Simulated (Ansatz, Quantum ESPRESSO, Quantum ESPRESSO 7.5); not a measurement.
# The work function of Ag(111), 5 layers, level by level

How much energy does it take to lift an electron out of Ag(111), 5 layers, and how far do the settings matter?

Program: Quantum ESPRESSO 7.5. Level of theory: plane-wave DFT, PBE, GBRV ultrasoft pseudopotentials (geometry and cross-check by Ansatz 0.2.0 with PAW datasets; geometry under PBE). Results are calculated unless marked as measured.

The experiments to compare with:

“Anisotropic work function of elemental crystals” (2019, arxiv:1902.07811) quotes from earlier work for Ag (clean (111) face): work function (clean (111) face) 4.53 eV.

This is a report of a sequence of runs, with most program output left out.

## (1) The starting structure

The cell holds 5 atoms: 5 Ag. Its edges and angles: a = 2.892 Å, b = 2.892 Å, c = 25.445 Å, α = 90.0°, β = 90.0°, γ = 60.0°. It derives from Ag. Vacuum lies along c.

## (2) Geometry from Ansatz

The geometry comes first, from a plane-wave PAW code, so that the later runs on this slab share one structure.

File input.yaml:

```yaml
crystal:
  lattice:
    - [2.8920667351, 0.0, 0.0]
    - [1.4460333675, 2.504603262, 0.0]
    - [0.0, 0.0, 25.4454504039]
  atoms:
    - { symbol: Ag, position: [0.6666666667, 0.6666666667, 0.3143980505] }
    - { symbol: Ag, position: [0.0, 0.0, 0.4071990252] }
    - { symbol: Ag, position: [0.3333333333, 0.3333333333, 0.5] }
    - { symbol: Ag, position: [0.6666666667, 0.6666666667, 0.5928009748] }
    - { symbol: Ag, position: [0.0, 0.0, 0.6856019495] }
kpoints:
  mp_grid: { grid: [12, 12, 1] }
hamiltonian:
  xc: pbe
scf:
  occupations: { method: fermi_dirac, width: 0.1 }
  convergence: { dr2_threshold: 1.0e-08 }
efield:
  axis: 3
  dipole_correction: true
  ramp_position: 0.97
  ramp_width: 0.04
relax:
  f_tol: 0.01
  constraints: [{ sites: [2] }]
output:
  write_potential: true
  write_density: true
  volumetric_format: npy
```

The run is started by

```
ansatz run input.yaml --threads 4 --pin off --max-ram 8192MiB --backend cpu --events-out ev --progress --plain --runs-dir out
```

It took 12 s on 4 threads of Arm Neoverse V2, shared host; peak memory 0.57 GiB; 46 s of CPU time.

Relaxation path:

```csv
step,energy less that of the first step (eV),largest force component (eV/Å)
1,0.0000,0.1719
2,-0.0127,0.0517
3,-0.0159,0.0070
```

Forces are held to the 6 operations that the run works with; a distortion that breaks them can't arise in this run.

The atoms that moved most (Å):

```csv
atom,dx,dy,dz,length
Ag1,0.000,0.000,-0.106,0.106
Ag5,0.000,0.000,0.106,0.106
Ag2,0.000,0.000,-0.039,0.039
Ag4,0.000,0.000,0.039,0.039
```

The relaxed structure:

```xyz
5
Lattice="2.8921 0.0000 0.0000 1.4460 2.5046 0.0000 0.0000 0.0000 25.4455" Properties=species:S:1:pos:R:3
Ag    2.8921    1.6697    7.8940
Ag    0.0000    0.0000   10.3228
Ag    1.4460    0.8349   12.7227
Ag    2.8921    1.6697   15.1227
Ag    0.0000    0.0000   17.5515
```

The relaxation lowers the energy by 3 meV an atom. Held were the atoms numbered 3; the forces quoted are those on the free ones.

This step gave:

- free energy: -37952.0770 eV
- energy at zero smearing: -37952.0473 eV
- smearing term TS: 0.05948 eV
- Fermi energy: 5.614 eV
- symmetry operations: 6
- work function of the upper face: 4.520 eV
- work function of the lower face: 4.520 eV
- dipole along the normal: -2.29e-6 e·Å

## (3) Self-consistent run

The work function is the vacuum level less the Fermi level, so the run needs a vacuum wide enough for a flat potential.

Level of this step: plane-wave DFT, PBE, GBRV ultrasoft pseudopotentials (Quantum ESPRESSO 7.5).

File scf.in:

```
&control
  prefix = 'scf'
  outdir = './out'
  pseudo_dir = './pseudo'
  calculation = 'scf'
  tprnfor = .true.
/
&system
  ibrav = 0
  nat = 5
  ntyp = 1
  ecutwfc = 40
  ecutrho = 200
  occupations = 'smearing'
  smearing = 'mv'
  degauss = 0.02
/
&electrons
  conv_thr = 1e-07
  mixing_beta = 0.4
  electron_maxstep = 120
  mixing_mode = 'local-TF'
/
ATOMIC_SPECIES
  Ag  107.8682  ag_pbe_v1.4.uspp.F.UPF
CELL_PARAMETERS angstrom
  2.89206673507891 0.00000000002887 0.00000000000000
  1.44603336751446 2.50460326203269 0.00000000000000
  0.00000000000000 0.00000000000000 25.44545040390000
ATOMIC_POSITIONS crystal
  Ag  0.666666666667 0.666666666667 0.310231324195
  Ag  -0.000000000000 0.000000000000 0.405682292935
  Ag  0.333333333333 0.333333333333 0.500000000000
  Ag  0.666666666667 0.666666666667 0.594317635494
  Ag  0.000000000000 -0.000000000000 0.689768532101
K_POINTS automatic
  12 12 1 0 0 0
```

The run is started by

```
OMP_NUM_THREADS=1 mpirun -n 4 pw.x -nk 4 -in scf.in > scf.out
```

The job ended after 40 s (4 MPI ranks; peak memory 0.51 GiB).

This step gave:

```
free energy  : -20109.9417 eV
Fermi energy : 5.613 eV
```

The run needed 13 iterations to bring the estimated error under 1e-07 Ry; the largest force on any atom, held or free, is 0.01 eV/Å.

## (4) Potential by pp.x

The vacuum level is read from the electrostatic potential (plot_num = 11), averaged over planes.

File pot.in:

```
&inputpp
  prefix = 'scf'
  outdir = './out'
  filplot = 'pot.dat'
  plot_num = 11
/
```

The run is started by

```
OMP_NUM_THREADS=1 mpirun -n 4 pp.x -in pot.in > pot.out
```

It took 0.75 s on 4 MPI ranks; peak memory 0.09 GiB.

Read from the output:

* work function of the upper face: 4.530 eV
* slope of the potential above: 4.80e-4 eV/Å
* upper vacuum line continued to the top atoms, over the Fermi level: 4.527 eV
* work function of the lower face: 4.530 eV
* slope of the potential below: -2.41e-4 eV/Å
* lower vacuum line continued to the bottom atoms, over the Fermi level: 4.529 eV

The potential energy, planar mean oscillates, so the rows of the table below give means over windows of 2.49 Å about each position, cut where the curve ends. Its maxima inside the range that stand out by 2 % of the span (Å: eV): 9.0: 1.08, 11.5: 1.05, 13.9: 1.05, 16.4: 1.07. Its minima: 7.9: -22.5, 10.3: -22.7, 12.8: -22.3, 15.2: -22.7, 17.5: -22.5.

Electrostatic potential energy of an electron; zero at the Fermi level. Table of potential energy, planar mean by z; means over each step:

z (Å), potential energy, planar mean (eV) and a bar from the least value:
```
     1.25        4.5 ##############################
     3.74        4.5 ##############################
     6.23        2.0 ########################
     8.71       -8.6 #
    11.21       -8.9 
    13.70       -9.0 
    16.19       -8.8 
    18.68       -3.2 #############
    21.17        4.5 ##############################
    23.66        4.5 ##############################
```

Electrostatic potential energy in the ca plane at fractional y = 0.000, with atoms of Ag within 0.2 Å of it. With pseudopotentials it is smooth inside the atoms' cores, unlike the true potential.

Ten even steps from '0' (-82 eV) to '9' (5 eV), each cell a mean:
```
99999999840027999999999999998400389999999999
99999999975468999999999999999744789999999999
99988899998889998889999888999988999999999999
99987899999999998778998878999999999999999999
99987899999999998788999878999999999999999999
99998999987689999899999989999866899999999999
99999999862148999999999999998511589999999999
99999999830017999999999999998200279999999999
```
Columns run along c (16.0 Å, from fractional 0.26 to 0.89 of the cell; values clipped at the 3rd and 97th percentile), rows up along a (2.9 Å). Atoms in or near the plane, at fractional coordinates: Ag at (0.41, 0.00), Ag at (0.69, 0.00).

The vacuum is flat to 0.5 meV/Å, so its level is well defined. Inside the slab the curve depends on the local part of the pseudopotentials; only the vacuum level has a meaning of its own.

## (5) Macroscopic average

A running mean over one period damps the atomic wiggles and leaves the mean of this pseudopotential's potential.

File avg.in:

```
1
pot.dat
1.0
431
3
4.4623285968
```

The run is started by

```
OMP_NUM_THREADS=1 average.x < avg.in > avg.out
```

It took 0.5 s on 1 MPI rank; peak memory 0.1 GiB.

Numbers from this step:

* average.x's running mean inside the slab, on the run's own zero: -2.981 eV
* mean potential by an exact Fourier window inside the slab, on the run's own zero: -2.987 eV

Electrostatic potential energy of an electron; zero at the Fermi level; window 2.3614 Å. The potential energy by z:

```csv
z (Å),planar mean (eV),running mean (eV)
0.0,4.53,4.53
0.5,4.53,4.53
1.0,4.53,4.53
1.5,4.53,4.53
2.0,4.53,4.53
2.5,4.53,4.53
3.0,4.53,4.53
3.5,4.53,4.53
4.0,4.53,4.52
4.5,4.52,4.50
5.0,4.50,4.44
5.5,4.43,4.22
6.0,4.18,3.36
6.5,3.28,0.216
7.0,-0.254,-5.29
7.5,-13.2,-8.26
8.0,-21.6,-8.85
8.5,-6.14,-8.55
9.0,0.949,-7.75
9.5,-1.68,-8.24
10.0,-15.9,-8.97
10.5,-20.4,-9.05
11.0,-4.48,-8.62
11.5,1.03,-8.01
12.0,-3.35,-8.49
12.5,-19.0,-8.93
13.0,-17.3,-8.91
13.5,-2.36,-8.42
14.0,0.939,-8.03
14.5,-5.85,-8.70
15.0,-21.6,-9.06
15.5,-14.0,-8.93
16.0,-0.901,-8.13
16.5,0.725,-7.80
17.0,-7.76,-8.62
17.5,-22.3,-8.84
18.0,-11.2,-8.10
18.5,0.443,-4.76
19.0,3.44,0.735
19.5,4.22,3.52
20.0,4.44,4.25
20.5,4.50,4.45
21.0,4.52,4.51
21.5,4.53,4.52
22.0,4.53,4.53
22.5,4.53,4.53
23.0,4.53,4.53
23.5,4.53,4.53
24.0,4.53,4.53
24.5,4.53,4.53
25.0,4.53,4.53
```

Where the running mean is not flat inside, average.x's window, rounded to the grid, doesn't match the spacings there.

## (6) Density by pp.x

plot_num = 0 writes the valence density.

File rho.in:

```
&inputpp
  prefix = 'scf'
  outdir = './out'
  filplot = 'rho.dat'
  plot_num = 0
/
```

The run is started by

```
OMP_NUM_THREADS=1 mpirun -n 4 pp.x -in rho.in > rho.out
```

It took 0.75 s on 4 MPI ranks; peak memory 0.1 GiB; 2.7 s of CPU time.

Read from the output:

- electrons by integration: 95.00 e

Mean over planes. Table of valence density, planar mean by z:

```csv
z (Å),"valence density, planar mean (e/Å³)"
4.0,8.6e-5
4.5,2.9e-4
5.0,1.0e-3
5.5,0.00346
6.0,0.0124
6.5,0.0482
7.0,0.229
7.5,1.62
8.0,2.41
8.5,0.756
9.0,0.185
9.5,0.324
10.0,1.92
10.5,2.33
11.0,0.568
11.5,0.184
12.0,0.472
12.5,2.23
13.0,2.10
13.5,0.393
14.0,0.188
14.5,0.707
15.0,2.39
15.5,1.71
16.0,0.281
16.5,0.195
17.0,0.951
17.5,2.43
18.0,1.38
18.5,0.191
19.0,0.0408
19.5,0.0108
20.0,0.00300
20.5,8.7e-4
21.0,2.6e-4
21.5,7.3e-5
```

Valence density in the ca plane at fractional y = 0.000, with atoms of Ag within 0.2 Å of it. It is the smooth field of the valence electrons, not physical close to the nuclei.

Values in units of 1e0 e/Å³, 5 rows by 16 columns, each cell a mean:
```
0.1 0.2 0.2 4.9 6.2 0.2 0.2 0.1 0.2 0.2 2.6 8.2 0.4 0.0 0.0 0.0
0.1 0.6 0.3 0.6 0.7 0.2 0.6 0.2 0.5 0.4 0.4 0.9 0.1 0.0 0.0 0.0
0.1 1.0 0.3 0.2 0.2 0.3 1.0 0.3 0.8 0.5 0.2 0.2 0.1 0.0 0.0 0.0
0.1 0.4 0.2 1.4 1.9 0.2 0.4 0.2 0.4 0.3 0.8 2.4 0.2 0.0 0.0 0.0
0.1 0.2 0.2 6.3 7.6 0.3 0.2 0.1 0.1 0.2 3.8 9.9 0.5 0.0 0.0 0.0
```
Columns run along c (16.0 Å, from fractional 0.26 to 0.89 of the cell), rows up along a (2.9 Å). Atoms in or near the plane, at fractional coordinates: Ag at (0.41, 0.00), Ag at (0.69, 0.00).

The density integrates to 95.000 electrons, as the 95 of the input ask.

## (7) Projected density of states

Projections on atomic orbitals tell which layers and orbitals hold the states near the zero of energy.

File pdos.in:

```
&projwfc
  prefix = 'scf'
  outdir = './out'
  filpdos = 'pdos'
  Emin = -2.387
  Emax = 9.613
  DeltaE = 0.1
  ngauss = 0
  degauss = 0.01
/
```

The run is started by

```
OMP_NUM_THREADS=1 mpirun -n 4 projwfc.x -in pdos.in > pdos.out
```

Run time: 1.2 s. Hardware: 4 MPI ranks; peak memory 0.11 GiB.

Read from the output:

```
spilling of the projection : 3.00e-4
```

Projected DOS an atom over height of the atomic layer and energy from the Fermi level. Columns are the atomic layers from the bottom up.

Values in states/eV, 22 rows by 5 columns, each cell a mean:
```
0.45 0.32 0.43 0.32 0.45
0.41 0.21 0.23 0.21 0.41
0.25 0.20 0.11 0.20 0.25
0.42 0.36 0.34 0.36 0.42
0.38 0.26 0.38 0.26 0.38
0.15 0.11 0.11 0.11 0.15
0.29 0.25 0.19 0.25 0.29
0.31 0.33 0.44 0.33 0.31
0.09 0.09 0.10 0.09 0.09
0.91 0.73 0.94 0.73 0.91
3.36 3.40 3.50 3.40 3.36
4.40 2.78 2.95 2.78 4.40
3.97 2.68 3.03 2.68 3.97
3.53 3.46 3.52 3.46 3.53
2.81 3.06 3.01 3.06 2.81
2.38 2.75 2.04 2.75 2.38
1.94 3.50 3.15 3.50 1.94
0.39 1.40 1.42 1.40 0.39
0.06 0.14 0.14 0.14 0.06
0.03 0.07 0.09 0.07 0.03
0.01 0.03 0.03 0.03 0.01
0.00 0.00 0.00 0.00 0.00
```
Columns: height of the atomic layer (Å) from 7.89 to 17.6; rows upwards: energy from the Fermi level (eV) from -8.00 to 1.50.

The atomic orbitals miss 0.0 % of the occupied states; for empty states the projections can miss much more.

## (8) Ground state: open boundaries by the effective screening medium

The effective screening medium with bc1 puts vacuum on both sides and removes the images along the normal. The slab must sit about z = 0, symmetry is kept, and the .esm1 file holds the planar potential.

esm.in is the input of step 3 with these lines changed:

```diff
@@ -1,3 +1,3 @@
 &control
-  prefix = 'scf'
+  prefix = 'esm'
   outdir = './out'
@@ -16,2 +16,4 @@
   degauss = 0.02
+  assume_isolated = 'esm'
+  esm_bc = 'bc1'
 /
@@ -30,7 +32,7 @@
 ATOMIC_POSITIONS crystal
-  Ag  0.666666666667 0.666666666667 0.310231324195
-  Ag  -0.000000000000 0.000000000000 0.405682292935
-  Ag  0.333333333333 0.333333333333 0.500000000000
-  Ag  0.666666666667 0.666666666667 0.594317635494
-  Ag  0.000000000000 -0.000000000000 0.689768532101
+  Ag  0.666666666667 0.666666666667 -0.189768603953
+  Ag  -0.000000000000 0.000000000000 -0.094317635214
+  Ag  0.333333333333 0.333333333333 0.000000071852
+  Ag  0.666666666667 0.666666666667 0.094317707345
+  Ag  0.000000000000 -0.000000000000 0.189768603953
 K_POINTS automatic
```

The run is started by

```
OMP_NUM_THREADS=1 mpirun -n 4 pw.x -nk 4 -in esm.in > esm.out
```

The job ended after 1.9 min (4 MPI ranks; peak memory 0.51 GiB).

This step gave:

* free energy: -20109.9418 eV
* Fermi energy: -4.529 eV
* vacuum line at the lower end of the cell, over the Fermi level: 4.530 eV
* vacuum line at the upper end of the cell, over the Fermi level: 4.528 eV

Electrostatic potential energy of an electron; zero at the Fermi level. Potential energy, planar mean against z:

```csv
z (Å),"potential energy, planar mean (eV)"
-12.5,4.53
-12.0,4.53
-11.5,4.53
-11.0,4.53
-10.5,4.53
-10.0,4.53
-9.5,4.53
-9.0,4.53
-8.5,4.52
-8.0,4.51
-7.5,4.48
-7.0,4.35
-6.5,3.90
-6.0,2.31
-5.5,-4.45
-5.0,-20.4
-4.5,-15.6
-4.0,-1.45
-3.5,0.843
-3.0,-6.58
-2.5,-22.0
-2.0,-13.1
-1.5,-0.628
-1.0,0.341
-0.5,-9.58
0.0,-22.6
0.5,-9.58
1.0,0.340
1.5,-0.629
2.0,-13.1
2.5,-22.0
3.0,-6.58
3.5,0.841
4.0,-1.45
4.5,-15.6
5.0,-20.4
5.5,-4.45
6.0,2.30
6.5,3.90
7.0,4.35
7.5,4.48
8.0,4.51
8.5,4.52
9.0,4.53
9.5,4.53
10.0,4.53
10.5,4.53
11.0,4.53
11.5,4.53
12.0,4.53
12.5,4.53
```

The vacuum levels are read from the outermost 0.7 Å of the cell on either side.

The run needed 25 iterations to bring the estimated error under 1e-07 Ry; the largest force on any atom, held or free, is 0.01 eV/Å.

The upper level is 4.528 eV against 4.530 eV from the periodic run.

## (9) Ground state: revPBE, GBRV ultrasoft

The geometry stays; functional or pseudopotentials change.

Level of this step: plane-wave DFT, revPBE, GBRV ultrasoft pseudopotentials made under PBE (Quantum ESPRESSO 7.5). input_dft overrides the functional of the files.

File gbrv-revpbe.in:

```
&control
  prefix = 'gbrv-revpbe'
  outdir = './out'
  pseudo_dir = './pseudo'
  calculation = 'scf'
  tprnfor = .true.
/
&system
  ibrav = 0
  nat = 5
  ntyp = 1
  ecutwfc = 40
  ecutrho = 200
  input_dft = 'revpbe'
  occupations = 'smearing'
  smearing = 'mv'
  degauss = 0.02
/
&electrons
  conv_thr = 1e-07
  mixing_beta = 0.4
  electron_maxstep = 120
  mixing_mode = 'local-TF'
/
ATOMIC_SPECIES
  Ag  107.8682  ag_pbe_v1.4.uspp.F.UPF
CELL_PARAMETERS angstrom
  2.89206673507891 0.00000000002887 0.00000000000000
  1.44603336751446 2.50460326203269 0.00000000000000
  0.00000000000000 0.00000000000000 25.44545040390000
ATOMIC_POSITIONS crystal
  Ag  0.666666666667 0.666666666667 0.310231324195
  Ag  -0.000000000000 0.000000000000 0.405682292935
  Ag  0.333333333333 0.333333333333 0.500000000000
  Ag  0.666666666667 0.666666666667 0.594317635494
  Ag  0.000000000000 -0.000000000000 0.689768532101
K_POINTS automatic
  12 12 1 0 0 0
```

The run is started by

```
OMP_NUM_THREADS=1 mpirun -n 4 pw.x -nk 4 -in gbrv-revpbe.in > gbrv-revpbe.out
```

The job ended after 41 s (4 MPI ranks; peak memory 0.51 GiB).

Read from the output:

```
free energy  : -20112.9423 eV
Fermi energy : 5.75 eV
```

## (10) Potential by pp.x

File gbrv-revpbe.pot.in:

```
&inputpp
  prefix = 'gbrv-revpbe'
  outdir = './out'
  filplot = 'gbrv-revpbe.pot.dat'
  plot_num = 11
/
```

The run is started by

```
OMP_NUM_THREADS=1 mpirun -n 4 pp.x -in gbrv-revpbe.pot.in > gbrv-revpbe.pot.out
```

It took 0.77 s on 4 MPI ranks; peak memory 0.11 GiB.

This step gave:

| Item | Value |
| --- | --- |
| work function of the upper face | 4.369 eV |
| slope of the potential above | 6.24e-4 eV/Å |
| upper vacuum line continued to the top atoms, over the Fermi level | 4.366 eV |
| work function of the lower face | 4.369 eV |
| slope of the potential below | -3.50e-4 eV/Å |
| lower vacuum line continued to the bottom atoms, over the Fermi level | 4.367 eV |

The upper face goes from 4.530 eV (PBE, GBRV) to 4.369 eV, a change of -0.161 eV.

## (11) SCF with pw.x: RPBE, GBRV ultrasoft

Level of this step: plane-wave DFT, RPBE, GBRV ultrasoft pseudopotentials made under PBE (Quantum ESPRESSO 7.5). input_dft overrides the functional of the files.

gbrv-rpbe.in is the input of step 9 with these lines changed:

```diff
@@ -1,3 +1,3 @@
 &control
-  prefix = 'gbrv-revpbe'
+  prefix = 'gbrv-rpbe'
   outdir = './out'
@@ -13,3 +13,3 @@
   ecutrho = 200
-  input_dft = 'revpbe'
+  input_dft = 'rpbe'
   occupations = 'smearing'
```

The run is started by

```
OMP_NUM_THREADS=1 mpirun -n 4 pw.x -nk 4 -in gbrv-rpbe.in > gbrv-rpbe.out
```

It took 42 s on 4 MPI ranks; peak memory 0.51 GiB; 2.8 min of CPU time.

This step gave:

- free energy: -20114.1313 eV
- Fermi energy: 5.789 eV

## (12) Potential by pp.x

File gbrv-rpbe.pot.in:

```
&inputpp
  prefix = 'gbrv-rpbe'
  outdir = './out'
  filplot = 'gbrv-rpbe.pot.dat'
  plot_num = 11
/
```

The run is started by

```
OMP_NUM_THREADS=1 mpirun -n 4 pp.x -in gbrv-rpbe.pot.in > gbrv-rpbe.pot.out
```

The job ended after 0.77 s (4 MPI ranks; peak memory 0.11 GiB; 2.8 s of CPU time).

Read from the output:

* work function of the upper face: 4.331 eV
* slope of the potential above: 5.69e-4 eV/Å
* upper vacuum line continued to the top atoms, over the Fermi level: 4.328 eV
* work function of the lower face: 4.332 eV
* slope of the potential below: -3.08e-4 eV/Å
* lower vacuum line continued to the bottom atoms, over the Fermi level: 4.330 eV

The upper face goes from 4.530 eV (PBE, GBRV) to 4.331 eV, a change of -0.198 eV.

(Part 1 of 2 ends here.)

[Logs are printed without paths, hosts, clocks, repeated set-up lines and the standing remarks that a program may print on its own settings, such as how far it seeks lower states.]

[Hosts, paths, dates, database ids (printed as entryN), source tags and the programs' standing remarks are cut or masked in the printed files.]

[Maps of the electrostatic potential energy from Ansatz leave out the sawtooth potential of an applied field or a dipole correction, so their vacuum need not be flat; planar profiles and work functions include it.]
